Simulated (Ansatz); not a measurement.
**HfC (model cell, started as CsCl type): following an unstable mode**

Which phase does HfC (model cell, started as CsCl type) fall into along its unstable mode, and how much energy does it gain?

Method: DFT PBEsol, scalar-relativistic, plane waves, PAW, in Ansatz 0.2.0.

This is a report of a sequence of runs, with the program logs left out and the cost of each run kept.

The structure was built from a prototype and need not be the compound's stable phase.

### Step 1. The structure

The structure is cubic, space group Pm-3m (No. 221). The conventional cell has a = 2.869 Å, b = 2.869 Å, c = 2.869 Å, α = 90.00°, β = 90.00°, γ = 90.00°. Nearest to Hf lie 8 C at 2.48 Å. C has 8 Hf at 2.48 Å nearest. Farther neighbours, and contacts between anions beyond the nearest, are not listed.

Structure file:

```cif
data_structure
_symmetry_space_group_name_H-M 'P 1'
_symmetry_Int_Tables_number 1
_cell_length_a 2.8688
_cell_length_b 2.8688
_cell_length_c 2.8688
_cell_angle_alpha 90.000
_cell_angle_beta 90.000
_cell_angle_gamma 90.000
_cell_volume 23.61
loop_
_atom_site_label
_atom_site_type_symbol
_atom_site_fract_x
_atom_site_fract_y
_atom_site_fract_z
_atom_site_occupancy
Hf1 Hf 0.00000 0.00000 0.00000 1
C2 C 0.50000 0.50000 0.50000 1
```

### Step 2. Phonons on a q mesh

Stability and thermal properties need the whole zone. Linear response on a 4×4×4 q mesh gives force constants as far as a supercell of that size would.

Contents of input.yaml:

```yaml
crystal:
  lattice:
    - [2.8687710495, 0.0, 0.0]
    - [0.0, 2.8687710495, 0.0]
    - [0.0, 0.0, 2.8687710495]
  atoms:
    - { symbol: Hf, position: [0.0, 0.0, 0.0] }
    - { symbol: C, position: [0.5, 0.5, 0.5] }
kpoints:
  mp_grid: { grid: [16, 16, 16] }
hamiltonian:
  xc: pbesol
scf:
  occupations: { method: methfessel_paxton, width: 0.2 }
output:
  eigenvalues: true
phonons:
  method: dfpt
  qmesh: [4, 4, 4]
  temperatures: { t_max: 1000, t_step: 50 }
  qpath:
    path:
      - [[0.0, 0.0, 0.0], [0.0, 0.5, 0.0], [0.5, 0.5, 0.0], [0.0, 0.0, 0.0], [0.5, 0.5, 0.5], [0.0, 0.5, 0.0]]
      - [[0.5, 0.5, 0.5], [0.5, 0.5, 0.0]]
    npoints: 10
```

Started as:

```bash
ansatz run input.yaml --threads 4 --pin off --max-ram 7168MiB --backend cpu --events-out ev --progress --plain --runs-dir out
```

The job ended after 6.9 min (4 threads of Arm Neoverse V2, shared host; peak memory 3 GiB; 26 min of CPU time).

Read from the output:

| Property | Result |
| --- | --- |
| volume per atom | 11.80 Å³ |
| gap on the k-mesh | 0 eV |
| sum-rule residual before enforcement | 6.38e-6 eV/Å² |
| lowest frequency on the path | -356.3 cm⁻¹ |
| point group | m-3m |
| highest frequency on path, mesh or solved points | 471.9 cm⁻¹ |
| highest optical mode at the zone centre (no LO-TO term) | 147.4 cm⁻¹ |
| lowest optical zone-centre mode | 147.4 cm⁻¹ |
| lowest mode on the q mesh (acoustic modes at Γ apart) | -356.3 cm⁻¹ |

Frequencies (cm⁻¹) solved at each irreducible wavevector; negative means imaginary. Frequencies by wavevector, by row:

| q in reciprocal lattice units | star | mode 1 | mode 2 | mode 3 | mode 4 | mode 5 | mode 6 |
| --- | --- | --- | --- | --- | --- | --- | --- |
| 0 0 0 | 1 | 0 | 0 | 0 | 147.4 | 147.4 | 147.4 |
| 0 0 0.25 | 6 | -108.1 | -108.1 | 97.1 | 157.5 | 157.5 | 376.4 |
| 0 0 -0.5 | 3 | -153.8 | -153.8 | 136.8 | 136.8 | 141.7 | 470.6 |
| 0 0.25 0.25 | 12 | -179.3 | 53.9 | 100.4 | 119.6 | 342.9 | 343.2 |
| 0 0.25 -0.5 | 12 | -221.3 | -131.8 | 80.7 | 185.9 | 341 | 460.7 |
| 0 -0.5 -0.5 | 3 | -356.3 | -161.5 | 196.4 | 196.4 | 407.1 | 407.1 |
| 0.25 0.25 0.25 | 8 | 57.2 | 57.2 | 61.3 | 227.9 | 330.2 | 330.2 |
| 0.25 0.25 -0.5 | 12 | 72.7 | 77.2 | 136.5 | 195.9 | 348.8 | 441.9 |
| 0.25 -0.5 -0.5 | 6 | 60.2 | 70.3 | 179 | 179 | 402.4 | 402.4 |
| -0.5 -0.5 -0.5 | 1 | 153 | 153 | 153 | 376.4 | 376.4 | 376.4 |

Interpolated from a 4×4×4 q mesh. Phonon branches along the path, in cm⁻¹:

| point | branch 1 | branch 2 | branch 3 | branch 4 | branch 5 | branch 6 |
| --- | --- | --- | --- | --- | --- | --- |
| Γ | 0 | 0 | 0 | 147 | 147 | 147 |
| halfway | -108 | -108 | 97 | 158 | 158 | 376 |
| X | -154 | -154 | 137 | 137 | 142 | 471 |
| halfway | -221 | -132 | 81 | 186 | 341 | 461 |
| M | -356 | -162 | 196 | 196 | 407 | 407 |
| halfway | -179 | 54 | 100 | 120 | 343 | 343 |
| Γ | 0 | 0 | 0 | 147 | 147 | 147 |
| halfway | 57 | 57 | 61 | 228 | 330 | 330 |
| R | 153 | 153 | 153 | 376 | 376 | 376 |
| halfway | 73 | 77 | 136 | 196 | 349 | 442 |
| X | -154 | -154 | 137 | 137 | 142 | 471 |
| jump to R | 153 | 153 | 153 | 376 | 376 | 376 |
| halfway | 60 | 70 | 179 | 179 | 402 | 402 |
| M | -356 | -162 | 196 | 196 | 407 | 407 |

Symmetry leaves 10 wavevectors to solve. The lowest mode among them, the acoustic zeros apart, lies at q = (0, -0.5, -0.5) and is imaginary, 356.3i cm⁻¹, so the energy falls along it.

### Step 3. The mode frozen in, largest atomic shift 0 Å

The mode followed lies at q = (0, -0.5, -0.5) with frequency 356.3i cm⁻¹, the softest among the wavevectors solved. At small amplitude the pattern taken leaves space group no. 129 by a symmetry search on the positions. The undistorted cell that holds it gives the zero of energy on the same k mesh.

System of this step: HfC (model cell, started as CsCl type). The structure is cubic, space group Pm-3m (No. 221). The conventional cell has a = 2.869 Å, b = 2.869 Å, c = 2.869 Å, α = 90.00°, β = 90.00°, γ = 90.00°. Hf has 8 C at 2.48 Å nearest. Nearest to C lie 8 Hf at 2.48 Å. Farther neighbours, and contacts between anions beyond the nearest, are not listed.

Contents of input.yaml:

```yaml
crystal:
  lattice:
    - [-2.8687710495, 0.0, 0.0]
    - [0.0, -2.8687710495, -2.8687710495]
    - [0.0, -2.8687710495, 2.8687710495]
  atoms:
    - { symbol: Hf, position: [1.0, 0.5, 0.5] }
    - { symbol: Hf, position: [1.0, 0.0, 0.0] }
    - { symbol: C, position: [0.5, 0.0, 0.5] }
    - { symbol: C, position: [0.5, 0.5, 0.0] }
kpoints:
  mp_grid: { grid: [14, 10, 10] }
hamiltonian:
  xc: pbesol
scf:
  occupations: { method: methfessel_paxton, width: 0.2 }
output:
  forces: true
  stress: true
  eigenvalues: true
```

It took 3.2 s on 4 threads; peak memory 0.49 GiB.

Numbers from this step:

```
pressure                         : -0.07050 GPa
energy from the undistorted cell : 0 meV/atom
```

The run ends at a pressure of -0.07 GPa.

### Step 4. The mode frozen in, largest atomic shift 0.45 Å

The atoms are moved along the unstable eigenvector, the largest shift by 0.45 Å, with the cell fixed.

input.yaml, the sections that differ from step 3:

```yaml
crystal:
  lattice:
    - [-2.8687710495, 0.0, 0.0]
    - [0.0, -2.8687710495, -2.8687710495]
    - [0.0, -2.8687710495, 2.8687710495]
  atoms:
    - { symbol: Hf, position: [1.0, 0.5, 0.5] }
    - { symbol: Hf, position: [1.0, 0.0, 0.0] }
    - { symbol: C, position: [0.6568615941, 0.0, 0.5] }
    - { symbol: C, position: [0.3431384059, 0.5, 0.0] }
# kpoints, hamiltonian, scf, output: as in step 3
```

Elapsed: 3.4 s, on 4 threads; peak memory 0.49 GiB; 13 s of CPU time.

Read from the output:

| Item | Value |
| --- | --- |
| pressure | 13.93 GPa |
| energy from the undistorted cell | -159.2 meV/atom |

The energy, extrapolated to zero smearing, is -159.19 meV/atom against the undistorted cell.

The run ends at a pressure of 13.93 GPa, with forces up to 0.37 eV/Å.

### Step 5. Energy along the mode, all amplitudes (two of the runs are shown above)

An imaginary frequency means negative curvature, so the energy should fall and then rise again as anharmonic terms take over.

This step gave:

* depth at the lowest point sampled: 159.2 meV/atom
* largest atomic shift at that point: 0.45 Å

Energy from the parent against largest atomic shift:

| largest atomic shift (Å) | energy from the parent (meV/atom) |
| --- | --- |
| 0.000 | 0 |
| 0.040 | -2.44 |
| 0.080 | -10.2 |
| 0.140 | -31.8 |
| 0.220 | -70.4 |
| 0.320 | -117 |
| 0.450 | -159 |
| 0.600 | -148 |

Displacement at unit largest shift by atom:

| atom | x (Å) | y (Å) | z (Å) | size |
| --- | --- | --- | --- | --- |
| Hf1 | 0.00 | 0.00 | 0.00 | 0.00 |
| Hf2 | 0.00 | 0.00 | 0.00 | 0.00 |
| C3 | -1.00 | 0.00 | 0.00 | 1.00 |
| C4 | 1.00 | 0.00 | 0.00 | 1.00 |

The lowest step is at 0.45 Å, 159 meV/atom below the parent, and the energy rises beyond it.

### Step 6. Relaxation from the frozen mode

Starting from the lowest point found, all atoms and the cell are let go, so that strain and other modes of the same symmetry can join in.

input.yaml: that of step 4 with these lines changed.

```diff
@@ -20 +20,6 @@
   eigenvalues: true
+relax:
+  adjacent_minimum: "off"
+  f_tol: 0.002
+  max_steps: 120
+  cell: { stress_tol: 0.03 }
```

Elapsed: 40 s, on 4 threads; peak memory 0.54 GiB.

Step by step:

| step | energy less that of the first step (eV) | largest force component (eV/Å) | pressure (GPa) | volume (Å³) |
| --- | --- | --- | --- | --- |
| 1 | 0.0000 | 0.3686 | 13.93 | 47.22 |
| 2 | -0.3205 | 0.4137 | -3.71 | 51.31 |
| 3 | -0.3416 | 0.2473 | -1.29 | 51.01 |
| 4 | -0.3533 | 0.0001 | 0.72 | 51.23 |
| 5 | -0.3535 | 0.0019 | 0.15 | 51.45 |
| 6 | -0.3534 | 0.0009 | -0.01 | 51.52 |
| 7 | -0.3534 | 0.0003 | 0.00 | 51.51 |
| 8* | -0.3663 | 0.0025 | 0.23 | 51.51 |
| 9 | -0.3662 | 0.0006 | 0.01 | 51.60 |
| 10* | -0.3664 | 0.0006 | 0.01 | 51.60 |

Relaxation steps marked * repeat the geometry before them on a plane-wave basis chosen anew for their cell, so energy and pressure can jump there.

Forces are held to the 16 operations that the program found; a distortion that breaks them can't arise in this run.

| cell as run | before | after | change |
| --- | --- | --- | --- |
| a (Å) | 2.869 | 2.859 | -0.3 % |
| b (Å) | 4.057 | 4.248 | +4.7 % |
| c (Å) | 4.057 | 4.248 | +4.7 % |
| volume (Å³/atom) | 11.80 | 12.90 | +9.3 % |

The atoms that moved most (Å, as changes of fractional coordinates times the final cell):

| atom | dx | dy | dz | length |
| --- | --- | --- | --- | --- |
| C4 | 0.176 | 0.000 | 0.000 | 0.176 |
| C3 | -0.176 | 0.000 | 0.000 | 0.176 |

Numbers from this step:

```
pressure        : 0.006485 GPa
volume per atom : 12.90 Å³
```

The distorted start has space group P4/nmm; the relaxation ends in P4/nmm.

### Step 7. The new phase in its own primitive cell

The relaxed structure is symmetrised, reduced to its primitive cell and relaxed tightly, as its phonons need.

input.yaml, the sections that differ from step 6:

```yaml
crystal:
  lattice:
    - [4.2481115977, 0.0, 0.0]
    - [0.0, 4.2481115977, 0.0]
    - [0.0, 0.0, 2.8592715205]
  atoms:
    - { symbol: Hf, position: [0.5, 0.5, 0.0] }
    - { symbol: Hf, position: [0.0, 0.0, 0.0] }
    - { symbol: C, position: [0.0, 0.5, 0.7185518264] }
    - { symbol: C, position: [0.5, 0.0, 0.2814481736] }
kpoints:
  mp_grid: { grid: [10, 10, 14] }
relax:
  adjacent_minimum: "off"
  f_tol: 0.001
  max_steps: 60
  cell: { stress_tol: 0.01 }
# hamiltonian, scf, output: as in step 6
```

The job ended after 9.8 s (4 threads; peak memory 0.54 GiB).

Little changed from the start: no atom moved by 0.005 Å and no cell edge by 0.1 %.

This step gave:

- pressure: 0.006488 GPa

The largest force component left is 0.59 meV/Å and the pressure is 0.006 GPa, within the tolerances set. The cell now holds 12.90 Å³/atom.

### Step 8. Modes of the new phase, k-mesh 10×10×14

A relaxed structure may still be a saddle point, so its zone-centre modes are computed. No field response is asked, since the mesh shows no gap.

input.yaml: that of step 7 with these lines changed.

```diff
@@ -17,9 +17,4 @@
 output:
-  forces: true
-  stress: true
   eigenvalues: true
-relax:
-  adjacent_minimum: "off"
-  f_tol: 0.001
-  max_steps: 60
-  cell: { stress_tol: 0.01 }
+phonons:
+  method: dfpt
```

Wall time 79 s (4 threads); peak memory 1.8 GiB.

This step gave:

* sum-rule residual before enforcement: 2.44e-5 eV/Å²
* point group: 4/mmm
* highest optical mode at the zone centre (no LO-TO term): 488.2 cm⁻¹
* lowest optical zone-centre mode: -44.42 cm⁻¹

Patterns of degenerate modes are one choice out of their space. The modes at Γ (shares of kinetic energy by element, %) (negative means imaginary):

| mode | frequency (cm⁻¹) | symmetry | Hf % | C % |
| --- | --- | --- | --- | --- |
| 1 | -44.4 | B1g | 100 | 0 |
| 2 | 0.0 | acoustic | 94 | 6 |
| 3 | 0.0 | acoustic | 94 | 6 |
| 4 | 0.0 | acoustic | 94 | 6 |
| 5 | 195.4 | Eg | 99 | 1 |
| 6 | 195.4 | Eg | 99 | 1 |
| 7 | 342.9 | A2u | 6 | 94 |
| 8 | 377.6 | Eu | 6 | 94 |
| 9 | 377.6 | Eu | 6 | 94 |
| 10 | 386.3 | A1g | 0 | 100 |
| 11 | 488.2 | Eg | 1 | 99 |
| 12 | 488.2 | Eg | 1 | 99 |

Displacements in mode 1 (-44.4 cm⁻¹), the largest set to 1:
```
Hf1  0.00  0.00 -1.00
Hf2  0.00  0.00  1.00
C3   0.00  0.00  0.00
C4   0.00  0.00  0.00
```

Displacements in mode 6 (195.4 cm⁻¹), the largest set to 1:
```
Hf1 -1.00  0.05  0.00
Hf2  1.00 -0.05  0.00
C3  -0.46 -0.02  0.00
C4   0.46  0.02  0.00
```

Before it was imposed, the acoustic sum rule was missed by 2.4e-5 eV/Å². Small misses are needed for a sound result but don't prove that mesh and cutoff are converged. The lowest optical mode is imaginary, 44.4i cm⁻¹, so the energy falls along it.

### Step 9. What came out

```yaml
unstable_mode_of_the_parent: q = (0, -0.5, -0.5), 356i cm⁻¹
depth_at_the_lowest_point_sampled: 159 meV/atom
largest_atomic_shift_at_that_point: 0.45 Å
space_group_reached: P4/nmm
energy_gained_over_the_parent_first_relaxation_on_the_mesh_of_the_frozen_mode: 251 meV/atom
volume_per_atom_phase_reached: 12.9 Å³
lowest_optical_zone_centre_mode_phase_reached: -44.4 cm⁻¹
highest_optical_mode_at_the_zone_centre_no_lo_to_term_phase_reached: 488 cm⁻¹
```

In words: Along this mode the structure falls into P4/nmm, 251 meV/atom below the parent. At the parent's cell the well is 159.2 meV/atom deep on the steps tried, with its lowest point at a shift of 0.45 Å. Relaxing atoms and cell changes the gain by +91.66 meV/atom against the lowest step (energies at zero smearing). The new phase still has an imaginary mode at the zone centre of its cell, so it is a saddle point on the way to a lower structure. Of the 2 patterns followed from this parent, this one reaches the lowest energy. Each path keeps the symmetry of its pattern, so a lower phase may lie along a pattern not tried. With no gap, or one that is small against the smearing, the frequencies hang on the k mesh and the smearing, most of all near Kohn anomalies. Spin-orbit coupling is left out, which can matter for the heavy elements here. The starting cell was built on a prototype and not taken from a measurement, so the phase need not exist.

[Long decimals in the printed logs are rounded to 6 places.]

[Logs are printed without paths, hosts, clocks, repeated set-up lines and the standing remarks that a program may print on its own settings, such as how far it seeks lower states.]

[Hosts, paths, dates, database ids (printed as entryN), source tags and the programs' standing remarks are cut or masked in the printed files.]

[Where the starting crystal was built by hand or by swapping elements, it need not be the compound's stable phase.]
